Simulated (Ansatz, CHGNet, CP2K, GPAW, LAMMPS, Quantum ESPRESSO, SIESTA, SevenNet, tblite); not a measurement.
## Glassy 40SiO2-28Al2O3-16Li2O-16SrO (mol %) (85 atoms): runs against a plane-wave reference

Density of this cell: 2.93 g/cm³. The cell holds 85 atoms: 10 Si, 14 Al, 8 Li, 4 Sr and 49 O. Its edges and angles: a = 10.152 Å, b = 10.152 Å, c = 10.152 Å, α = 90.0°, β = 90.0°, γ = 90.0°. 85 atoms (10 Si, 14 Al, 8 Li, 4 Sr, 49 O) placed at random at 2.93 g/cm³, melted at 4000 K for 10 ps at fixed volume with the Morse and Coulomb pair potential with partial charges (Pedone, Malavasi, Menziani, Cormack and Segre, J. Phys. Chem. B 110, 11780 (2006)). Quenched from 4000 K to 300 K at 6 K/ps and fixed volume, held 5 ps, then minimised at fixed cell.

Geometry: as built.

The reference, a calculation:

```
method                                           : Kohn-Sham DFT, PBE, SSSP efficiency 1.3.0 pseudopotentials, plane waves (Quantum ESPRESSO 7.5); sssp-pbe-1.3.0-efficiency, cutoffs 60/480 Ry, Γ point
r.m.s. force component                           : 0.7583 eV/Å
longest force                                    : 3.052 eV/Å
pressure                                         : 4.618 GPa
gap (highest filled to lowest empty level) : 3.671 eV
time                                             : 2.4 min on 4 MPI ranks of Arm Neoverse V2, shared host
CPU time                                         : 9.5 min
```

**Question.** The same geometry is run in other programs. How far does each lie from the reference, and what does it cost?
- GPAW PBE, LCAO dzp, h 0.18 Å (GPAW 26.7.0; 1 thread)
- CP2K PBE, DZVP-MOLOPT-SR, 600/50 Ry, TRS4 filter 1e-07, SCF 1e-07 (CP2K 2026.2; 4 MPI ranks)
- SevenNet l3i5 potential (SevenNet l3i5; 1 thread)
- CP2K PBE, DZVP-MOLOPT-SR, 300/50 Ry, diagonalisation (CP2K 2026.2; 2 threads)
- GPAW PBE, LCAO sz(dzp), h 0.18 Å (GPAW 26.7.0; 1 thread)
- SIESTA PBE, DZ, shift 0.01 Ry, mesh 500 Ry (SIESTA 5.4.2; 2 MPI ranks)
- CP2K PBE, DZVP-MOLOPT-SR, 600/50 Ry, TRS4 filter 1e-03, SCF 1e-04 (CP2K 2026.2; 4 MPI ranks)
- CP2K PBE, DZVP-MOLOPT-SR, 600/50 Ry, diagonalisation (CP2K 2026.2; 4 MPI ranks)
- CP2K PBE+D3(BJ), DZVP-MOLOPT-SR, 600/50 Ry, diagonalisation (CP2K 2026.2; 4 MPI ranks)
- SIESTA PBE, SZP, shift 0.01 Ry, mesh 500 Ry (SIESTA 5.4.2; 2 MPI ranks)

Differences are against the plane-wave reference, forces as r.m.s. over components; share is that over the reference's r.m.s. force, slope the least-squares factor from reference forces to these. Total energies of different programs have different zeros and aren't compared.

| run | Δ force, r.m.s. (meV/Å) | share (%) | slope | Δ pressure (GPa) | Δ gap (eV) | cores | CPU time | memory (GiB) |
| --- | --- | --- | --- | --- | --- | --- | --- | --- |
| reference | - | - | - | - | - | 4 | 9.5 min | 3.1 |
| GPAW PBE, LCAO dzp, h 0.18 Å | 270 | 35.5 | 1.304 | - | -0.103 | 1 | 3.6 min | 1.7 |
| CP2K PBE, DZVP-MOLOPT-SR, 600/50 Ry, TRS4 filter 1e-07, SCF 1e-07 | 79.8 | 10.5 | 0.980 | -0.295 | - | 4 | 2.9 min | 2.6 |
| SevenNet l3i5 potential | 52.1 | 6.88 | 0.966 | -0.299 | - | 1 | 8.8 s | 1.6 |
| CP2K PBE, DZVP-MOLOPT-SR, 300/50 Ry, diagonalisation (coarse) | 124 | 16.3 | 0.979 | -0.108 | -0.0891 | 2 | 3.2 min | 1.2 |
| GPAW PBE, LCAO sz(dzp), h 0.18 Å (coarse) | 1003 | 132 | 1.984 | - | -0.766 | 1 | 67 s | 1.3 |
| SIESTA PBE, DZ, shift 0.01 Ry, mesh 500 Ry (coarse) | 816 | 108 | 1.824 | 10.1 | -0.378 | 2 | 2.5 min | 1.5 |
| CP2K PBE, DZVP-MOLOPT-SR, 600/50 Ry, TRS4 filter 1e-03, SCF 1e-04 (coarse) | 206 | 27.1 | 0.923 | -0.0364 | - | 4 | 99 s | 2.6 |
| CP2K PBE, DZVP-MOLOPT-SR, 600/50 Ry, diagonalisation | 82.5 | 10.9 | 0.978 | -0.288 | -0.0876 | 4 | 4.8 min | 3.9 |
| CP2K PBE+D3(BJ), DZVP-MOLOPT-SR, 600/50 Ry, diagonalisation | 83.5 | 11.0 | 0.978 | -2.60 | -0.0876 | 4 | 4.8 min | 4 |
| SIESTA PBE, SZP, shift 0.01 Ry, mesh 500 Ry (coarse) | 501 | 66.1 | 1.528 | 6.96 | -0.161 | 2 | 5.4 min | 2.2 |

Rows marked coarse were listed beforehand as settings not expected to be converged; some can still land near the reference.

Times of the machine-learned potentials are mostly Python's start and the loading of weights.

CPU time is summed over cores on a shared host, where runs went side by side, so it is rough. Symmetry, cutoffs, thresholds, outputs and thread counts weren't matched or tuned between programs; memory under MPI is the largest rank's times the ranks.

The PBE runs in local orbitals, coarse settings apart, differ by 11 % (CP2K PBE, DZVP-MOLOPT-SR, 600/50 Ry, TRS4 filter 1e-07, SCF 1e-07) to 36 % (GPAW PBE, LCAO dzp, h 0.18 Å); basis, grid and potentials can all enter. Machine-learned potentials differ by 6.9 % (SevenNet l3i5 potential); they were trained on other programs' data. Rows with another functional or a dispersion term differ by 11 % (CP2K PBE+D3(BJ), DZVP-MOLOPT-SR, 600/50 Ry, diagonalisation), which mixes the change of model with differences of basis and potentials. Runs with settings chosen to be coarse differ by 16 % (CP2K PBE, DZVP-MOLOPT-SR, 300/50 Ry, diagonalisation) to 132 % (GPAW PBE, LCAO sz(dzp), h 0.18 Å), their programs' other errors included. Machine-learned potentials mimic data converged in k, so the reference's own k-point error enters their differences. The network of bonds at the start is that of the classical potential that made the cell, and needn't be the one that DFT or experiment would give. The electronic-structure runs sample only Γ, in a cell whose shortest periodic width is 10 Å.

[Logs are printed without paths, hosts, clocks, repeated set-up lines and the standing remarks that a program may print on its own settings, such as how far it seeks lower states.]

[Hosts, paths, dates, database ids (printed as entryN), source tags and the programs' standing remarks are cut or masked in the printed files.]
